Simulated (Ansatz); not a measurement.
# How the geometry moves the gap of NaF (Villiaumite)

Wanted: the change of the gap of NaF (Villiaumite) on relaxing cell and ions.

Main program and level: Ansatz 0.2.0; PBE, HSE06 and G0W0, plane waves, PAW.

The database entry behind the starting cell differs from later determinations by our own check (0.1 to 0.3 % short, probably kX units), so it need not match the best structure at ambient conditions.

**1. Starting point**

It takes space group Fm-3m (No. 225, cubic). The conventional cell has a = 4.620 Å, b = 4.620 Å, c = 4.620 Å, α = 90.00°, β = 90.00°, γ = 90.00°. Nearest to Na lie 6 F at 2.31 Å. Nearest to F lie 6 Na at 2.31 Å. Farther neighbours and most contacts between anions are not listed.

The cell and positions come from the Crystallography Open Database and are kept as given unless a step says otherwise.

**2. PBE bands at the given cell**

The cheap functional maps the bands first; the places of the edges decide which points the dearer methods must see.

This step: DFT, PBE, plane waves, PAW; PAW set soft_1.

Input file input.yaml:

```yaml
crystal:
  lattice:
    - [0.0, 2.31, 2.31]
    - [2.31, 0.0, 2.31]
    - [2.31, 2.31, 0.0]
  atoms:
    - { symbol: Na, position: [0.0, 0.0, 0.0] }
    - { symbol: F, position: [0.5, 0.5, 0.5] }
kpoints:
  mp_grid: { grid: [8, 8, 8] }
  band_path:
    path:
      - [[0.0, 0.0, 0.0], [0.5, 0.0, 0.5], [0.625, 0.25, 0.625]]
      - [[0.375, 0.375, 0.75], [0.0, 0.0, 0.0], [0.5, 0.5, 0.5], [0.5, 0.25, 0.75], [0.5, 0.0, 0.5]]
    npoints: 10
hamiltonian:
  xc: pbe
  pseudopotentials: { kind: paw, azcp: { folder: soft_1 } }
scf:
  occupations: { method: fermi_dirac, width: 0.02 }
  n_extra_bands: 4
output:
  eigenvalues: true
```

Command:

```bash
$ ansatz run input.yaml --threads 24 --pin off --max-ram 82944MiB --backend cuda --events-out ev --progress --plain --runs-dir out --devices 1 --max-vram 78GiB
```

Numbers of over 12 decimals in the logs are rounded to 6 here.

The program printed:

```text
scf.n_extra_bands = 4 over 8 filled bands (N_el = 16.0): the run solves 12 bands
GPUs: using 1 of 1 available (devices: 1).
Engine: ansatz 0.2.0, aarch64-unknown-linux-gnu
Pseudopotentials: kind: paw
Pseudopotential: Na, paw, valence charge 9, recommended cutoff 420 eV (normal), soft_1/Na.paw.azcp
Pseudopotential: F, paw, valence charge 7, recommended cutoff 420 eV (normal), soft_1/F.paw.azcp
Functional definition: PBE
  parameter kappa = 0.804
  parameter beta = 0.066725
  exchange = pbe_x(kappa = kappa, mu = beta*pi^2/3)
  correlation = pbe_c(beta = beta)
device memory: the entry about to start is reckoned to put 0.6 GiB on a device that reports 163.7 GiB free (of which the cap on the GPU budget leaves the run 78.0 GiB)
GPU FFT provider: cuFFT
GPU libraries: cuBLAS 13.8.1, cuFFT 12.4.0, cuSOLVER 12.3.2
GPU matrix products: emulated (plane waves: as basis.precision tells), large ones in fixed point in workspaces of 1.00 GiB
Crystal: 2 atoms, lattice volume = 24.653 Å³
Basis set: ecut = 420 eV, 531 PW (Γ)
Bands: 12, of which v1, the nominal top of the filled ones, is band 8 counted from 1 (7 counted from 0)
Symmetry: 48 space group operations
Space group: Fm-3m (ITA 225), of the structure as read, at distance tolerance 2.9e-5 Å
k-points: 29 of 512
Non-local potential: Na, projectors of the file, l = 0: 3, l = 1: 2, l = 2: 1
Non-local potential: F, projectors of the file, l = 0: 2, l = 1: 2, l = 2: 1
PAW form: soft (Blöchl's): semilocal exchange-correlation on the pseudo side does not see the compensation charge
PAW one-centre angular grid: Na, 110 points (default); XC on 64 Gauss nodes
PAW one-centre angular grid: F, 110 points (default); XC on 64 Gauss nodes
Initial density: superposition of atomic densities (chi_scale 0.1, normalization cell, long waves kept (reshape's long-wave potential 0.00 eV rms))
Initial wavefunctions: pseudopotential atomic-orbital guess
GPU buffer pool allocated for 13824 grid points (all kernels)
GPU transforms: local potential and band sums: pruned to the plane-wave sphere, on 24×24×24
Functional: x = pbe(κ = 0.804, μ = 0.219515), c = pbe(β = 0.066725)
SCF iter   1: F=—  HF=-2299.952431 eV  |F-HF|=—  |Δ(HF+E_count)|=         —  Δρ=2.02e-1  dr2=7.16e0  ethr=3.10e-3  ⟨swp⟩=6.0  Hψ=2091  notcnv=0
preconditioner: auto → none  [insulator: Δε(μ)=3.139 eV  Ē_g=17.805 eV  σ=0.020 eV  W_gap=1.00  n_scr=8 (ndim 8)  ℏωp=21.2 eV  f_vac=0.000  D(μ)=0.00/eV (n_scr^D=0)  ε∞_Penn≈2.4]
SCF iter   2: F=—  HF=-2297.608278 eV  |F-HF|=—  |Δ(HF+E_count)|=    2.34e0  Δρ=4.55e-2  dr2=5.55e-1  ethr=3.10e-3  ⟨swp⟩=3.0  Hψ=1045  notcnv=0
SCF iter   3: F=—  HF=-2297.431486 eV  |F-HF|=—  |Δ(HF+E_count)|=   1.77e-1  Δρ=9.80e-3  dr2=2.11e-2  ethr=3.10e-3  ⟨swp⟩=2.8  Hψ=623  notcnv=0
SCF iter   4: F=—  HF=-2297.425010 eV  |F-HF|=—  |Δ(HF+E_count)|=   6.48e-3  Δρ=8.15e-4  dr2=1.49e-4  ethr=1.32e-4  ⟨swp⟩=2.1  Hψ=934  notcnv=0
SCF iter   5: F=—  HF=-2297.425045 eV  |F-HF|=—  |Δ(HF+E_count)|=   3.50e-5  Δρ=2.29e-4  dr2=5.45e-6  ethr=9.28e-7  ⟨swp⟩=2.5  Hψ=571  notcnv=0
SCF iter   6: F=—  HF=-2297.425086 eV  |F-HF|=—  |Δ(HF+E_count)|=   4.07e-5  Δρ=1.20e-4  dr2=2.75e-6  ethr=3.41e-8  ⟨swp⟩=2.0  Hψ=580  notcnv=0
SCF iter   7: F=-2297.425085 eV  HF=-2297.425085 eV  |F-HF|=2.21e-9  |Δ(HF+E_count)|=   3.39e-7  Δρ=9.41e-6  dr2=1.65e-8  ethr=6.25e-10  ⟨swp⟩=2.2  Hψ=1602  notcnv=0
SCF 1 converged in 7 iterations: F = -2297.425085 eV  dr2 = 1.65e-8
[...]
device memory: the entry about to start is reckoned to put 0.7 GiB on a device that reports 163.7 GiB free (of which the cap on the GPU budget leaves the run 78.0 GiB)
NSCF: frozen V_eff on 62 k-points, pencils in batches of 32, up to order 56
SCF converged after 7 iterations
Free energy (F): -2297.425085 eV
Harris-Foulkes:  -2297.425085 eV  (|F-HF|=2.21e-9)
Internal energy: -2297.425085 eV  (E = F + TS)
E sigma→0 (E₀):  -2297.425085 eV
Fermi energy:    4.184667 eV
--- Per-component energies (eV) ---
  E_band       = -233.909439
  E_kinetic    = 312.947771
  E_local      = -1846.045150  (includes V_loc(G=0)·N_el)
  E_nonlocal   = 365.680615
  E_hartree    = 626.481058
  E_xc         = -115.453995
  E_vxc        = -148.167703  (∫ρ·V_xc dr)
  E_paw        = -498.199201  (= ΣΔE_a)
  E_vpaw       = -171.283146  (= ΣTr[D̂ρ^β])
  E_aug_tail   = 0.000740  (compensation charges beyond the density's cutoff)
  E_ewald      = -1142.836923
  E_smearing   = -0.000000  (= −TS)
  E_closure    = 0.000000  (closes the sum)
  Σ components = -2297.425085   (vs F -2297.425085, Δ=0.00e0)
--- Band table (eV; the first three rows and the last of 29) ---
  k-point 0: bands = [... 4 lower, -17.9345, 0.9840, 0.9840, 0.9840, 7.3492, 20.0309, 20.0309, 20.0309]
  k-point 1: bands = [... 4 lower, -17.7164, 0.6871, 0.9459, 0.9459, 7.8977, 18.2967, 20.2723, 20.2723]
  k-point 2: bands = [... 4 lower, -17.4387, 0.0820, 0.8541, 0.8541, 9.2215, 16.2072, 20.8054, 20.8054]
  k-point 28: bands = [... 4 lower, -17.4756, 0.1040, 0.1040, 0.4073, 14.2734, 14.2734, 16.3101, 17.9638]
```

Wall time 1.2 s (1 × NVIDIA GB200 (shared by 2 runs) with 24 threads of Arm Neoverse V2, shared host); peak memory 0.97 GiB; 2 s of CPU time.

In the SCF lines HF is the Harris–Foulkes energy and dr2 the Hartree energy of the density residual, in eV; the loop may stop once dr2 is under the threshold and the program's other checks hold. Hψ counts applications of the Hamiltonian.

Numbers from this step:

```
filled bands         : 8
gap                  : 6.365 eV
valence top at       : Γ
conduction bottom at : Γ
least direct gap     : 6.365 eV
```

The gap is direct, at Γ.

**3. The relaxed cell**

Cell and ions were relaxed with PBE; that run is not shown. It left this cell:

Symmetry: Fm-3m, No. 225, cubic system. Conventional cell: a = 4.700 Å, b = 4.700 Å, c = 4.700 Å, α = 90.00°, β = 90.00°, γ = 90.00°. Na has 6 F at 2.35 Å nearest. Nearest to F lie 6 Na at 2.35 Å. Farther neighbours and most contacts between anions are not listed.

**4. PBE at the relaxed cell**

The cell differs from the one that the last finished run ended in (a 3.267 → 3.323 Å, b 3.267 → 3.323 Å, c 3.267 → 3.323 Å).

input.yaml, as its differences from that of step 2:

```diff
@@ -2,5 +2,5 @@
   lattice:
-    - [0.0, 2.31, 2.31]
-    - [2.31, 0.0, 2.31]
-    - [2.31, 2.31, 0.0]
+    - [0.0, 2.3500449206, 2.3500449206]
+    - [2.3500449206, 0.0, 2.3500449206]
+    - [2.3500449206, 2.3500449206, 0.0]
   atoms:
```

The program printed:

```text
[...]
GPUs: using 1 of 1 available (devices: 1).
[...]
GPU FFT provider: cuFFT
GPU libraries: cuBLAS 13.8.1, cuFFT 12.4.0, cuSOLVER 12.3.2
[...]
Crystal: 2 atoms, lattice volume = 25.957 Å³
Basis set: ecut = 420 eV, 531 PW (Γ)
Bands: 12, of which v1, the nominal top of the filled ones, is band 8 counted from 1 (7 counted from 0)
[... 1 set-up line as in the run before ...]
[...]
Fermi energy:    3.678660 eV
[...]
--- Band table (eV; the first three rows and the last of 29) ---
  k-point 0: bands = [... 4 lower, -18.4596, 0.6141, 0.6141, 0.6141, 6.7049, 19.2914, 19.2914, 19.2914]
  k-point 1: bands = [... 4 lower, -18.1760, 0.3365, 0.5794, 0.5794, 7.2338, 17.5810, 19.5100, 19.5100]
  k-point 2: bands = [... 4 lower, -17.9132, -0.2284, 0.4968, 0.4968, 8.5197, 15.4955, 19.9777, 19.9777]
  k-point 28: bands = [... 4 lower, -17.9326, -0.2104, -0.2104, 0.0802, 13.5598, 13.5598, 15.3657, 17.0030]
[key lines of the parts left out:]
SCF converged after 7 iterations
Free energy (F): -2297.435417 eV
```

Elapsed: 0.95 s, on 1 × NVIDIA GB200 (shared by 2 runs) with 24 threads; peak memory 0.92 GiB.

Numbers from this step:

* gap: 6.091 eV
* valence top at: Γ
* conduction bottom at: Γ
* least direct gap: 6.091 eV

The gap is direct, at Γ.

**5. HSE06 at the relaxed cell**

HSE06 mixes in a quarter of exact exchange at short range. Exchange couples all pairs of k points, which makes a full band path dear, so levels are read on the mesh and at chosen points.

This step: DFT, HSE06, plane waves, PAW; PAW set soft_1.

input.yaml, the sections that differ from step 4:

```yaml
kpoints:
  mp_grid: { grid: [6, 6, 6] }
  band_path:
    path:
      - [0.0, 0.0, 0.0]
      - [0.5, 0.0, 0.5]
      - [0.625, 0.25, 0.625]
      - [0.375, 0.375, 0.75]
      - [0.5, 0.5, 0.5]
      - [0.5, 0.25, 0.75]
    npoints: 1
hamiltonian:
  xc: hse06
  pseudopotentials: { kind: paw, azcp: { folder: soft_1 } }
scf:
  occupations: { method: fixed }
  n_extra_bands: 4
# crystal, output: as in step 4
```

The program printed:

```text
[...]
GPUs: using 1 of 1 available (devices: 1).
[...]
davidson cushion auto → on  (no smearing: the cushion is to keep the highest requested band from converging to the state above it; pin scf.eigensolver.cushion to override)
[...]
GPU FFT provider: cuFFT
GPU libraries: cuBLAS 13.8.1, cuFFT 12.4.0, cuSOLVER 12.3.2
[...]
Crystal: 2 atoms, lattice volume = 25.957 Å³
Basis set: ecut = 420 eV, 531 PW (Γ)
[...]
E sigma→0 (E₀):  -2297.432610 eV
Fermi energy:    -1.058588 eV
[...]
--- Band table (eV; the first three rows and the last of 16) ---
  k-point 0: bands = [... 4 lower, -21.4987, -1.0586, -1.0586, -1.0586, 7.1741, 19.9079, 19.9079, 19.9079]
  k-point 1: bands = [... 4 lower, -21.1984, -1.5057, -1.1214, -1.1214, 8.0797, 17.4093, 20.3049, 20.3049]
  k-point 2: bands = [... 4 lower, -20.8949, -2.2540, -1.2448, -1.2448, 10.0802, 14.9148, 20.9078, 20.9078]
  k-point 15: bands = [... 4 lower, -21.1264, -2.1165, -1.6973, -1.5770, 14.1079, 14.1809, 15.5104, 18.6501]
[key lines of the parts left out:]
Free energy (F): -2297.432610 eV
```

Run time: 2.7 s. Hardware: 1 × NVIDIA GB200 (shared by 2 runs) with 24 threads; peak memory 1.1 GiB; 8.3 s of CPU time.

Numbers from this step:

```yaml
gap: 8.233 eV
valence_top_at: Γ
conduction_bottom_at: Γ
least_direct_gap: 8.233 eV
```

The gap stands +2.14 eV against PBE.

**6. G0W0 at the relaxed cell**

G0W0 replaces the xc potential by the self-energy, built once from these orbitals. Only a window of levels is corrected, while the sums run over the empty bands that the input names. This step takes PAW set soft_1 files.

This step: G0W0 on PBE, plane waves, PAW; PAW set soft_1.

Input file input.yaml:

```yaml
crystal:
  lattice:
    - [0.0, 2.3500449206, 2.3500449206]
    - [2.3500449206, 0.0, 2.3500449206]
    - [2.3500449206, 2.3500449206, 0.0]
  atoms:
    - { symbol: Na, position: [0.0, 0.0, 0.0] }
    - { symbol: F, position: [0.5, 0.5, 0.5] }
kpoints:
  mp_grid: { grid: [6, 6, 6] }
hamiltonian:
  xc: pbe
  pseudopotentials: { kind: paw, azcp: { folder: soft_1 } }
scf:
  occupations: { method: fixed }
gw:
  n_empty_bands: 77
  ecut_chi: 120
  qp_bands: [v2, c2]
  qp_kpoints: band_edges
  screening: { model: contour_deformation }
```

The program printed:

```text
GPUs: using 1 of 1 available (devices: 1).
[...]
Crystal: 2 atoms, lattice volume = 25.957 Å³
Basis set: ecut = 420 eV, 531 PW (Γ)
Bands: 12, of which v1, the nominal top of the filled ones, is band 8 counted from 1 (7 counted from 0)
[... 1 set-up line as in the run before ...]
[...]
k-points: 16 of 216
[...]
14    10     13.2102    -6.8757    -3.0310   -11.8074  0.8660    15.1476    15.1108  root
    15     7      0.0022   -30.1466     5.2098   -22.2012  0.7989    -2.8343    -2.7334  root ?
    15     8      0.1179   -30.3502     5.2287   -22.4200  0.7984    -2.6806    -2.5836  root
    15     9     13.4855    -6.9791    -3.0450   -11.9074  0.8620    15.4074    15.3689  root
    15    10     13.6554    -4.2339    -3.0468    -8.8214  0.8773    15.2170    15.1961  root
[key lines of the parts left out:]
SCF converged after 8 iterations
Free energy (F): -2297.435492 eV
Fermi energy:    0.614612 eV
```

Elapsed: 2.7 s, on 1 × NVIDIA GB200 (shared by 2 runs) with 24 threads; peak memory 1.1 GiB.

Numbers from this step:

```
bands summed                                 : 85
RPA ε∞ on this mesh (eigenvalues)            : 1.795, 1.795, 1.795
plane waves in the screening matrix          : 65
G0W0 gap on the mesh                         : 10.09 eV
k of the valence top                         : 0, 0, 0
k of the conduction bottom                   : 0, 0, 0
starting gap on the mesh                     : 6.091 eV
least direct G0W0 gap on the computed points : 10.09 eV
```

The gap on the mesh goes from 6.09 eV to 10.09 eV, a correction of +4.00 eV. Between the two edge states, bare exchange in place of the xc potential would open the gap by 12.02 eV, and correlation takes back 8.02 eV.

**7. G0W0 at the given cell**

input.yaml, the sections that differ from step 6:

```yaml
crystal:
  lattice:
    - [0.0, 2.31, 2.31]
    - [2.31, 0.0, 2.31]
    - [2.31, 2.31, 0.0]
  atoms:
    - { symbol: Na, position: [0.0, 0.0, 0.0] }
    - { symbol: F, position: [0.5, 0.5, 0.5] }
gw:
  n_empty_bands: 73
  ecut_chi: 120
  qp_bands: [v2, c2]
  qp_kpoints: band_edges
  screening: { model: contour_deformation }
# kpoints, hamiltonian, scf: as in step 6
```

The program printed:

```text
GPUs: using 1 of 1 available (devices: 1).
[...]
Crystal: 2 atoms, lattice volume = 24.653 Å³
Basis set: ecut = 420 eV, 531 PW (Γ)
Bands: 12, of which v1, the nominal top of the filled ones, is band 8 counted from 1 (7 counted from 0)
[... 1 set-up line as in the run before ...]
[...]
k-points: 16 of 216
[...]
11     7      0.0696   -29.7021     5.1622   -21.7113  0.8036    -2.8627    -2.7590  root ?
[...]
14     7      0.2499   -30.0376     5.1829   -22.0651  0.8036    -2.6379    -2.5397  root
    14     8      0.5682   -30.7069     5.2385   -22.7528  0.8031    -2.2366    -2.1474  root
    14     9     13.4585    -5.7766    -3.0806   -10.5897  0.8779    15.2151    15.1910  root
    14    10     13.9730    -6.9906    -3.0927   -12.0212  0.8682    15.9454    15.9107  root
[key lines of the parts left out:]
SCF converged after 7 iterations
Free energy (F): -2297.425036 eV
Fermi energy:    0.984376 eV
```

Wall time 2.4 s (1 × NVIDIA GB200 (shared by 2 runs) with 24 threads); peak memory 1.1 GiB.

This step gave:

| Property | Result |
| --- | --- |
| bands summed | 81 |
| RPA ε∞ on this mesh (eigenvalues) | 1.807, 1.807, 1.807 |
| plane waves in the screening matrix | 65 |
| G0W0 gap on the mesh | 10.42 eV |
| k of the valence top | 0, 0, 0 |
| k of the conduction bottom | 0, 0, 0 |
| starting gap on the mesh | 6.365 eV |
| least direct G0W0 gap on the computed points | 10.42 eV |

The gap on the mesh goes from 6.36 eV to 10.42 eV, a correction of +4.06 eV. Between the two edge states, bare exchange in place of the xc potential would open the gap by 12.12 eV, and correlation takes back 8.06 eV.

**8. Together**

G0W0 rows are gaps on the mesh, lowered by the amount that the mesh misses the start's edges, a rough step that assumes the same correction there.

| level | given cell (eV) | relaxed cell (eV) | change (eV) |
| --- | --- | --- | --- |
| PBE | 6.37 | 6.09 | −0.27 |
| HSE06 | - | 8.23 | - |
| G0W0@PBE | 10.42 | 10.09 | −0.33 |

**9. Outcome**

- volume change: +5.3 %
- PBE, given cell: 6.37 eV
- PBE, relaxed cell: 6.09 eV
- HSE06, relaxed cell: 8.23 eV
- G0W0@PBE, relaxed cell: 10.09 eV
- G0W0@PBE, given cell: 10.42 eV
- known limits: not at the basis limit

What this shows: Relaxation changes the volume by +5.3 % and the gap by −0.27 eV (PBE) and −0.33 eV (G0W0@PBE). Bands and cutoff are finite, so the gap is not at the basis limit. The miss can reach some tenths of an eV and take either sign; the mesh is an error of its own.

[Paths, hosts, dates, memory and timing lines, banners, echoed tables and standing remarks are left out of the program output.]

[Logs are printed without paths, hosts, clocks, repeated set-up lines and the standing remarks that a program may print on its own settings, such as how far it seeks lower states.]

[Runs of the session that timed out or met a known fault of the program may be left out.]

[Cells called generated may have been cut or substituted from an entry of the Crystallography Open Database or the Materials Project.]

[Hosts, paths, dates, database ids (printed as entryN), source tags and the programs' standing remarks are cut or masked in the printed files.]
